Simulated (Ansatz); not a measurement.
**SiO2 (Cristobalite): the gap up the ladder of methods**

Wanted: a ladder of band gaps for SiO2 (Cristobalite), from density functionals to G0W0.

Method: density functionals, hybrids and G0W0, plane waves, PAW, in Ansatz 0.2.0.

The database entry behind the starting cell lists a temperature of 340 K, so it need not match the best structure at ambient conditions.

**1. Set-up**

The structure is tetragonal, space group P4_12_12 (No. 92). Conventional cell: a = 4.982 Å, b = 4.982 Å, c = 6.963 Å, α = 90.00°, β = 90.00°, γ = 90.00°. Si has 4 O at 1.60 to 1.61 Å nearest. Nearest to O lie 2 Si at 1.60 to 1.61 Å. Farther neighbours and most contacts between anions are not listed.

The cell and positions come from the Crystallography Open Database and are kept as given unless a step says otherwise.

The logs state that the PAW files were generated under PBE.

**2. LDA on the 6×6×4 mesh**

This step: DFT, LDA, plane waves, PAW; PAW set soft_1.

The input, input.yaml:

```yaml
crystal:
  lattice:
    - [4.982, 0.0, 0.0]
    - [0.0, 4.982, 0.0]
    - [0.0, 0.0, 6.963]
  atoms:
    - { symbol: Si, position: [0.29897, 0.29897, 0.0] }
    - { symbol: Si, position: [0.20103, 0.79897, 0.25] }
    - { symbol: Si, position: [0.70103, 0.70103, 0.5] }
    - { symbol: Si, position: [0.79897, 0.20103, 0.75] }
    - { symbol: O, position: [0.23989, 0.10347, 0.17813] }
    - { symbol: O, position: [0.39653, 0.73989, 0.42813] }
    - { symbol: O, position: [0.76011, 0.89653, 0.67813] }
    - { symbol: O, position: [0.60347, 0.26011, 0.92813] }
    - { symbol: O, position: [0.73989, 0.39653, 0.57187] }
    - { symbol: O, position: [0.89653, 0.76011, 0.32187] }
    - { symbol: O, position: [0.26011, 0.60347, 0.07187] }
    - { symbol: O, position: [0.10347, 0.23989, 0.82187] }
kpoints:
  mp_grid: { grid: [6, 6, 4] }
  band_path:
    path:
      - [0.0, 0.0, 0.0]
      - [0.0, 0.5, 0.0]
      - [0.5, 0.5, 0.0]
      - [0.0, 0.0, 0.5]
      - [0.0, 0.5, 0.5]
      - [0.5, 0.5, 0.5]
    npoints: 1
hamiltonian:
  xc: lda
  pseudopotentials: { kind: paw, azcp: { folder: soft_1 }, xc_functional: pbe }
scf:
  occupations: { method: fixed }
  n_extra_bands: 8
output:
  eigenvalues: true
  forces: true
  stress: true
  write_density: true
  write_potential: true
  elf: true
  volumetric_format: npy
```

Run with:

```console
> ansatz run input.yaml --threads 3 --pin off --max-ram 92160MiB --backend cuda --events-out ev --progress --plain --runs-dir out --devices 1 --max-vram 13GiB
```

Numbers of over 12 decimals in the logs are rounded to 6 here.

The program printed:

```text
scf.n_extra_bands = 8 over 32 filled bands (N_el = 64.0): the run solves 40 bands
GPUs: using 1 of 1 available (devices: 1).
Engine: ansatz 0.2.0, x86_64-unknown-linux-gnu
Pseudopotentials: kind: paw
Pseudopotential: Si, paw, valence charge 4, recommended cutoff 420 eV (normal), soft_1/Si.paw.azcp
Pseudopotential: O, paw, valence charge 6, recommended cutoff 420 eV (normal), soft_1/O.paw.azcp
Functional definition: SPW92
  exchange = slater_x
  correlation = pw_c
device memory: the entry about to start is reckoned to put 2.6 GiB on a device that reports 54.0 GiB free (of which the cap on the GPU budget leaves the run 13.0 GiB)
GPU FFT provider: cuFFT
GPU libraries: cuBLAS 13.8.2, cuFFT 12.4.0, cuSOLVER 12.3.4
Crystal: 12 atoms, lattice volume = 172.824 Å³
Basis set: ecut = 420 eV, 3387 PW (Γ)
Bands: 40, of which v1, the nominal top of the filled ones, is band 32 counted from 1 (31 counted from 0)
Symmetry: 8 space group operations
Space group: P41212 (ITA 92), of the structure as read, at distance tolerance 5.6e-5 Å
k-points: 30 of 144 (time reversal used)
Non-local potential: Si, projectors of the file, l = 0: 2, l = 1: 2, l = 2: 1
Non-local potential: O, projectors of the file, l = 0: 2, l = 1: 2, l = 2: 1
PAW form: soft (Blöchl's): semilocal exchange-correlation on the pseudo side does not see the compensation charge
PAW frozen core: Si, regenerated for the run's functional, and the local potential with it (the file was generated under x = pbe(κ = 0.804, μ = 0.219515), c = pbe(β = 0.066725))
PAW frozen core: O, regenerated for the run's functional, and the local potential with it (the file was generated under x = pbe(κ = 0.804, μ = 0.219515), c = pbe(β = 0.066725))
PAW one-centre angular grid: Si, 110 points (default); XC on 64 Gauss nodes
PAW one-centre angular grid: O, 110 points (default); XC on 64 Gauss nodes
Initial density: superposition of atomic densities (chi_scale 0.1, normalization cell, long waves kept (reshape's long-wave potential 0.00 eV rms))
Initial wavefunctions: pseudopotential atomic-orbital guess
GPU buffer pool allocated for 62208 grid points (all kernels)
GPU transforms: local potential and band sums: pruned to the plane-wave sphere, on 36×36×48
Functional: x = slater, c = lda
SCF iter   1: F=—  HF=-6897.480178 eV  |F-HF|=—  |Δ(HF+E_count)|=         —  Δρ=1.20e-1  dr2=2.21e1  ethr=3.10e-3  ⟨swp⟩=4.8  Hψ=5456  notcnv=0  defer=162
preconditioner: auto → Resta (q_TF=auto, 2.312 Å⁻¹)  ε∞=2.7  [insulator: Δε(μ)=7.232 eV  Ē_g=17.352 eV  n_scr=36 (ndim 8)  ℏωp=22.6 eV  f_vac=0.116  ε∞_Penn≈2.7]
SCF iter   2: F=—  HF=-6891.131719 eV  |F-HF|=—  |Δ(HF+E_count)|=    6.35e0  Δρ=4.08e-2  dr2=1.22e0  ethr=3.10e-3  ⟨swp⟩=3.8  Hψ=3419  notcnv=0  defer=167
SCF iter   3: F=—  HF=-6890.866335 eV  |F-HF|=—  |Δ(HF+E_count)|=   2.65e-1  Δρ=1.92e-2  dr2=3.75e-1  ethr=1.90e-3  ⟨swp⟩=2.1  Hψ=1150  notcnv=0  defer=172
SCF iter   4: F=—  HF=-6890.779243 eV  |F-HF|=—  |Δ(HF+E_count)|=   8.71e-2  Δρ=1.48e-3  dr2=3.71e-3  ethr=5.87e-4  ⟨swp⟩=3.8  Hψ=2500  notcnv=0  defer=176
SCF iter   5: F=—  HF=-6890.781510 eV  |F-HF|=—  |Δ(HF+E_count)|=   2.27e-3  Δρ=3.08e-4  dr2=1.17e-4  ethr=5.80e-6  ⟨swp⟩=2.9  Hψ=1741  notcnv=0  defer=178
SCF iter   6: F=—  HF=-6890.781564 eV  |F-HF|=—  |Δ(HF+E_count)|=   5.41e-5  Δρ=7.78e-5  dr2=8.61e-6  ethr=1.83e-7  ⟨swp⟩=2.9  Hψ=2269  notcnv=0  defer=177
SCF iter   7: F=—  HF=-6890.781833 eV  |F-HF|=—  |Δ(HF+E_count)|=   2.68e-4  Δρ=1.18e-5  dr2=1.82e-7  ethr=1.35e-8  ⟨swp⟩=2.3  Hψ=1798  notcnv=0  defer=176
SCF iter   8: F=-6890.781833 eV  HF=-6890.781833 eV  |F-HF|=5.07e-9  |Δ(HF+E_count)|=   1.69e-7  Δρ=1.62e-6  dr2=3.59e-9  ethr=1.56e-10  ⟨swp⟩=21.2  Hψ=11916  notcnv=0
SCF 1 converged in 8 iterations: F = -6890.781833 eV  dr2 = 3.59e-9
[...]
device memory: the entry about to start is reckoned to put 2.2 GiB on a device that reports 52.9 GiB free (of which the cap on the GPU budget leaves the run 13.0 GiB)
NSCF: frozen V_eff on 6 k-points
SCF converged after 8 iterations
Free energy (F): -6890.781833 eV
Harris-Foulkes:  -6890.781833 eV  (|F-HF|=5.07e-9)
Internal energy: -6890.781833 eV  (E = F + TS)
E sigma→0 (E₀):  -6890.781833 eV
Fermi energy:    0.989447 eV
--- Per-component energies (eV) ---
  E_band       = -377.894177
  E_kinetic    = 1548.625199
  E_local      = -4519.509249  (includes V_loc(G=0)·N_el)
  E_nonlocal   = 529.741780
  E_hartree    = 1680.882357
  E_xc         = -790.350441
  E_vxc        = -920.764105  (∫ρ·V_xc dr)
  E_paw        = -3165.461625  (= ΣΔE_a)
  E_vpaw       = -377.760406  (= ΣTr[D̂ρ^β])
  E_aug_tail   = 0.006865  (compensation charges beyond the density's cutoff)
  E_ewald      = -2175.829413
  E_core_change = 1.112695  (= ΣΔE_core)
  E_smearing   = -0.000000  (= −TS)
  E_closure    = -0.000000  (closes the sum)
  Σ components = -6890.781833   (vs F -6890.781833, Δ=0.00e0)
--- Forces (eV/Å), atoms counted from 1 ---
  atom   1  Si     0.10743930     0.10743930    -0.00000000
  atom   2  Si    -0.10743930     0.10743930    -0.00000000
  atom   3  Si    -0.10743930    -0.10743930     0.00000000
  atom   4  Si     0.10743930    -0.10743930    -0.00000000
  atom   5  O     -0.04209023    -0.09481958     0.10593695
  atom   6  O      0.09481958    -0.04209023     0.10593695
  atom   7  O      0.04209023     0.09481958     0.10593695
  atom   8  O     -0.09481958     0.04209023     0.10593695
  atom   9  O     -0.04209023     0.09481958    -0.10593695
  atom  10  O      0.09481958     0.04209023    -0.10593695
  atom  11  O      0.04209023    -0.09481958    -0.10593695
  atom  12  O     -0.09481958    -0.04209023    -0.10593695
  max |Σ_I F_I| component: 1.39e-17 eV/Å
--- Stress (GPa, compression-positive) ---
       -0.022657       0.000000      -0.000000
        0.000000      -0.022657      -0.000000
       -0.000000      -0.000000       0.512387
  P = ⅓ Tr σ = 0.1557 GPa (1.557 kbar)
--- Band table (eV; the first three rows and the last of 30) ---
  k-point 0: bands = [... 28 lower, 0.3263, 0.7216, 0.7216, 0.9894, 6.5098, 9.5953, 9.5953, 10.0235, ... 4 higher]
  k-point 1: bands = [... 28 lower, 0.3727, 0.5262, 0.6880, 0.8729, 6.8541, 8.8304, 9.8363, 10.1811, ... 4 higher]
  k-point 2: bands = [... 28 lower, 0.4747, 0.4747, 0.5914, 0.5914, 7.7385, 7.7385, 10.2350, 10.2350, ... 4 higher]
  k-point 29: bands = [... 28 lower, 0.3490, 0.3490, 0.3490, 0.3490, 10.0023, 10.0023, 10.0023, 10.0023, ... 4 higher]
```

The job ended after 10 s (1 × NVIDIA H100 80GB HBM3 (shared by 6 runs) with 3 threads of AMD EPYC 7R13 (Zen 3), shared host; peak memory 0.9 GiB; 4 s of CPU time).

In the SCF lines HF is the Harris–Foulkes energy and dr2 the Hartree energy of the density residual, in eV; the loop may stop once dr2 is under the threshold and the program's other checks hold. Hψ counts applications of the Hamiltonian.

Numbers from this step:

```
pressure             : 0.1557 GPa
gap                  : 5.520 eV
valence top at       : Γ
conduction bottom at : Γ
least direct gap     : 5.520 eV
```

Over mesh and listed points the gap is 5.520 eV, direct, at k = Γ.

**3. PBE on the 6×6×4 mesh**

Levels along a band path and on the mesh show where this functional puts the band edges.

This step: DFT, PBE, plane waves, PAW; PAW set soft_1.

input.yaml, the sections that differ from step 2:

```yaml
kpoints:
  mp_grid: { grid: [6, 6, 4] }
  band_path:
    path:
      - [[0.0, 0.0, 0.0], [0.0, 0.5, 0.0], [0.5, 0.5, 0.0], [0.0, 0.0, 0.0], [0.0, 0.0, 0.5], [0.0, 0.5, 0.5], [0.5, 0.5, 0.5], [0.0, 0.0, 0.5]]
      - [[0.0, 0.5, 0.0], [0.0, 0.5, 0.5]]
      - [[0.5, 0.5, 0.0], [0.5, 0.5, 0.5]]
    npoints: 10
hamiltonian:
  xc: pbe
  pseudopotentials: { kind: paw, azcp: { folder: soft_1 } }
scf:
  occupations: { method: fermi_dirac, width: 0.02 }
  n_extra_bands: 8
# crystal, output: as in step 2
```

The program printed:

```text
[...]
GPUs: using 1 of 1 available (devices: 1).
[...]
GPU FFT provider: cuFFT
GPU libraries: cuBLAS 13.8.2, cuFFT 12.4.0, cuSOLVER 12.3.4
Crystal: 12 atoms, lattice volume = 172.824 Å³
Basis set: ecut = 420 eV, 3387 PW (Γ), exchange–correlation on 72×72×96 points (8 copies of the dense FFT grid, shifted against one another)
Bands: 40, of which v1, the nominal top of the filled ones, is band 32 counted from 1 (31 counted from 0)
Symmetry: 8 space group operations
[...]
k-points: 30 of 144 (time reversal used)
[...]
GPU buffer pool allocated for 62208 grid points (all kernels)
[...]
SCF iter   1: F=—  HF=-7103.493317 eV  |F-HF|=—  |Δ(HF+E_count)|=         —  Δρ=1.28e-1  dr2=2.53e1  ethr=3.10e-3  ⟨swp⟩=8.3  Hψ=6053  notcnv=0
[...]
atom   7  O      0.07992495    -0.09800680     0.39669103
  atom   8  O      0.09800680     0.07992495     0.39669103
  atom   9  O     -0.07992495    -0.09800680    -0.39669103
  atom  10  O     -0.09800680     0.07992495    -0.39669103
  atom  11  O      0.07992495     0.09800680    -0.39669103
  atom  12  O      0.09800680    -0.07992495    -0.39669103
  max |Σ_I F_I| component: 1.39e-17 eV/Å
--- Stress (GPa, compression-positive) ---
        6.166070       0.000000      -0.000000
        0.000000       6.166070      -0.000000
       -0.000000      -0.000000       6.824606
  P = ⅓ Tr σ = 6.3856 GPa (63.856 kbar)
--- Band table (eV; the first three rows and the last of 30) ---
  k-point 0: bands = [... 28 lower, 0.6651, 1.0506, 1.0506, 1.3218, 7.0871, 10.2077, 10.2077, 10.6183, ... 4 higher]
  k-point 1: bands = [... 28 lower, 0.7105, 0.8596, 1.0186, 1.2076, 7.4318, 9.4299, 10.4304, 10.7670, ... 4 higher]
  k-point 2: bands = [... 28 lower, 0.8115, 0.8115, 0.9298, 0.9298, 8.3213, 8.3213, 10.8504, 10.8504, ... 4 higher]
  k-point 29: bands = [... 28 lower, 0.6894, 0.6894, 0.6894, 0.6894, 10.6189, 10.6189, 10.6189, 10.6189, ... 4 higher]
[key lines of the parts left out:]
SCF converged after 8 iterations
Free energy (F): -7096.304145 eV
Fermi energy:    4.205397 eV
```

The job ended after 9.6 s (1 × NVIDIA H100 80GB HBM3 (shared by 6 runs) with 3 threads; peak memory 0.98 GiB; 9.1 s of CPU time).

Numbers from this step:

- pressure: 6.386 GPa
- filled bands: 32
- gap: 5.765 eV
- valence top at: Γ
- conduction bottom at: Γ
- least direct gap: 5.765 eV

Over mesh and path the gap is 5.765 eV, direct, at k = Γ. The pressure in this cell is 6 GPa; the cell is kept. PBE against LDA: 5.765 − 5.520 = +0.245 eV, with the same mesh, files and cutoff, and both edges at the same k points.

**4. r2SCAN on the 6×6×4 mesh**

r2SCAN is a meta-GGA: it depends on the kinetic-energy density as well as on the density and its gradient.

This step: DFT, r2SCAN, plane waves, PAW; PAW set soft_1.

input.yaml: that of step 3 with these lines changed.

```diff
@@ -22,11 +22,14 @@
     path:
-      - [[0.0, 0.0, 0.0], [0.0, 0.5, 0.0], [0.5, 0.5, 0.0], [0.0, 0.0, 0.0], [0.0, 0.0, 0.5], [0.0, 0.5, 0.5], [0.5, 0.5, 0.5], [0.0, 0.0, 0.5]]
-      - [[0.0, 0.5, 0.0], [0.0, 0.5, 0.5]]
-      - [[0.5, 0.5, 0.0], [0.5, 0.5, 0.5]]
-    npoints: 10
+      - [0.0, 0.0, 0.0]
+      - [0.0, 0.5, 0.0]
+      - [0.5, 0.5, 0.0]
+      - [0.0, 0.0, 0.5]
+      - [0.0, 0.5, 0.5]
+      - [0.5, 0.5, 0.5]
+    npoints: 1
 hamiltonian:
-  xc: pbe
+  xc: r2scan
   pseudopotentials: { kind: paw, azcp: { folder: soft_1 } }
 scf:
-  occupations: { method: fermi_dirac, width: 0.02 }
+  occupations: { method: fixed }
   n_extra_bands: 8
@@ -36,5 +39 @@
   stress: true
-  write_density: true
-  write_potential: true
-  elf: true
-  volumetric_format: npy
```

The program printed:

```text
[...]
GPUs: using 1 of 1 available (devices: 1).
[...]
GPU FFT provider: cuFFT
GPU libraries: cuBLAS 13.8.2, cuFFT 12.4.0, cuSOLVER 12.3.4
Crystal: 12 atoms, lattice volume = 172.824 Å³
Basis set: ecut = 500 eV, 4373 PW (Γ), exchange–correlation on 160×160×216 points (64 copies of the dense FFT grid, shifted against one another)
[...]
k-point 0: bands = [... 28 lower, 0.1986, 0.5897, 0.5897, 0.8644, 7.2402, 10.5230, 10.5230, 11.0020, ... 4 higher]
  k-point 1: bands = [... 28 lower, 0.2453, 0.3992, 0.5578, 0.7485, 7.5898, 9.6314, 10.8774, 11.2394, ... 4 higher]
  k-point 2: bands = [... 28 lower, 0.3476, 0.3476, 0.4668, 0.4668, 8.4962, 8.4962, 11.2902, 11.2902, ... 4 higher]
  k-point 29: bands = [... 28 lower, 0.2249, 0.2249, 0.2249, 0.2249, 10.8700, 10.8700, 10.8700, 10.8700, ... 4 higher]
[key lines of the parts left out:]
SCF converged after 8 iterations
Free energy (F): -7120.304870 eV
Fermi energy:    0.864442 eV
P = ⅓ Tr σ = 1.7625 GPa (17.625 kbar)
```

It took 15 s on 1 × NVIDIA H100 80GB HBM3 (shared by 6 runs) with 3 threads; peak memory 1.1 GiB; 5 s of CPU time.

Numbers from this step:

```
pressure             : 1.763 GPa
gap                  : 6.376 eV
valence top at       : Γ
conduction bottom at : Γ
least direct gap     : 6.376 eV
```

Over mesh and listed points the gap is 6.376 eV, direct, at k = Γ. r2SCAN against PBE: 6.376 − 5.765 = +0.611 eV. The runs also differ in plane-wave cutoff (420 eV and 500 eV), so how much of this comes from the functional alone is not known.

**5. HSE06 on the 4×4×2 mesh**

HSE06 mixes in a quarter of exact exchange at short range.

This step: DFT, HSE06, plane waves, PAW; PAW set soft_1.

input.yaml: that of step 4 with these lines changed.

```diff
@@ -19,3 +19,3 @@
 kpoints:
-  mp_grid: { grid: [6, 6, 4] }
+  mp_grid: { grid: [4, 4, 2] }
   band_path:
@@ -30,3 +30,3 @@
 hamiltonian:
-  xc: r2scan
+  xc: hse06
   pseudopotentials: { kind: paw, azcp: { folder: soft_1 } }
@@ -37,3 +37 @@
   eigenvalues: true
-  forces: true
-  stress: true
```

The program printed:

```text
[...]
GPUs: using 1 of 1 available (devices: 1).
[...]
davidson cushion auto → on  (no smearing: the cushion is to keep the highest requested band from converging to the state above it; pin scf.eigensolver.cushion to override)
[...]
GPU FFT provider: cuFFT
GPU libraries: cuBLAS 13.8.2, cuFFT 12.4.0, cuSOLVER 12.3.4
Crystal: 12 atoms, lattice volume = 172.824 Å³
Basis set: ecut = 420 eV, 3387 PW (Γ)
[...]
Fermi energy:    -0.005443 eV
[...]
--- Band table (eV; the first three rows and the last of 12) ---
  k-point 0: bands = [... 28 lower, -0.6919, -0.2942, -0.2942, -0.0054, 7.5338, 10.7753, 10.7753, 11.2742, ... 4 higher]
  k-point 1: bands = [... 28 lower, -0.5432, -0.5432, -0.4221, -0.4221, 8.8006, 8.8006, 11.5117, 11.5117, ... 4 higher]
  k-point 2: bands = [... 28 lower, -0.7642, -0.5066, -0.3554, -0.1956, 8.1722, 10.9241, 10.9321, 11.3325, ... 4 higher]
  k-point 11: bands = [... 28 lower, -0.6722, -0.6722, -0.6722, -0.6722, 11.1751, 11.1751, 11.1751, 11.1751, ... 4 higher]
[key lines of the parts left out:]
Free energy (F): -7097.766410 eV
```

The job ended after 34 s (1 × NVIDIA H100 80GB HBM3 (shared by 6 runs) with 3 threads; peak memory 1.3 GiB).

Numbers from this step:

```yaml
gap: 7.539 eV
valence_top_at: Γ
conduction_bottom_at: Γ
least_direct_gap: 7.539 eV
exact_exchange_fraction: 0.25
```

Over mesh and listed points the gap is 7.539 eV, direct, at k = Γ. HSE06 against PBE: 7.539 − 5.765 = +1.774 eV. The runs also differ in mesh (6×6×4 and 4×4×2), so how much of this comes from the functional alone is not known.

**6. PBE0 on the 4×4×2 mesh**

PBE0 mixes in a quarter of exact exchange at all distances.

This step: DFT, PBE0, plane waves, PAW; PAW set soft_1.

input.yaml: that of step 5 with these lines changed.

```diff
@@ -30,3 +30,3 @@
 hamiltonian:
-  xc: hse06
+  xc: pbe0
   pseudopotentials: { kind: paw, azcp: { folder: soft_1 } }
@@ -37 +37,5 @@
   eigenvalues: true
+  write_density: true
+  write_potential: true
+  elf: true
+  volumetric_format: npy
```

The program printed:

```text
[...]
GPUs: using 1 of 1 available (devices: 1).
[...]
GPU FFT provider: cuFFT
GPU libraries: cuBLAS 13.8.2, cuFFT 12.4.0, cuSOLVER 12.3.4
Crystal: 12 atoms, lattice volume = 172.824 Å³
Basis set: ecut = 420 eV, 3387 PW (Γ)
Bands: 40, of which v1, the nominal top of the filled ones, is band 32 counted from 1 (31 counted from 0)
Symmetry: 8 space group operations
[...]
k-points: 12 of 32
[...]
Fermi energy:    -0.409934 eV
[...]
--- Band table (eV; the first three rows and the last of 12) ---
  k-point 0: bands = [... 28 lower, -1.0989, -0.6999, -0.6999, -0.4099, 7.8969, 11.1516, 11.1516, 11.6548, ... 4 higher]
  k-point 1: bands = [... 28 lower, -0.9507, -0.9507, -0.8292, -0.8292, 9.1710, 9.1710, 11.8935, 11.8935, ... 4 higher]
  k-point 2: bands = [... 28 lower, -1.1724, -0.9131, -0.7616, -0.6015, 8.5391, 11.3006, 11.3073, 11.7149, ... 4 higher]
  k-point 11: bands = [... 28 lower, -1.0799, -1.0799, -1.0799, -1.0799, 11.5514, 11.5514, 11.5514, 11.5514, ... 4 higher]
[key lines of the parts left out:]
Free energy (F): -7099.171421 eV
```

The job ended after 27 s (1 × NVIDIA H100 80GB HBM3 (shared by 6 runs) with 3 threads; peak memory 1.3 GiB; 32 s of CPU time).

Numbers from this step:

* gap: 8.307 eV
* valence top at: Γ
* conduction bottom at: Γ
* least direct gap: 8.307 eV
* exact-exchange fraction: 0.25

Over mesh and listed points the gap is 8.307 eV, direct, at k = Γ. PBE0 against HSE06: 8.307 − 7.539 = +0.768 eV, with the same mesh, files and cutoff, and both edges at the same k points.

[end of part 1 of 2]

[Paths, hosts, dates, memory and timing lines, banners, echoed tables and standing remarks are left out of the program output.]

[Logs are printed without paths, hosts, clocks, repeated set-up lines and the standing remarks that a program may print on its own settings, such as how far it seeks lower states.]

[Runs of the session that timed out or met a known fault of the program may be left out.]

[Cells called generated may have been cut or substituted from an entry of the Crystallography Open Database or the Materials Project.]

[Hosts, paths, dates, database ids (printed as entryN), source tags and the programs' standing remarks are cut or masked in the printed files.]

[Where an RPA ε∞ is given, it is that of the G0W0 mesh and is not shown converged in it. Names of k-points follow the symmetry that the program found, which can be lower than the space group named. Band edges on a path are those of the sampled points; other points can move an edge, and change direct to indirect where valleys lie close.]

[Hybrid gaps are those of their k-mesh and are not shown converged in it.]
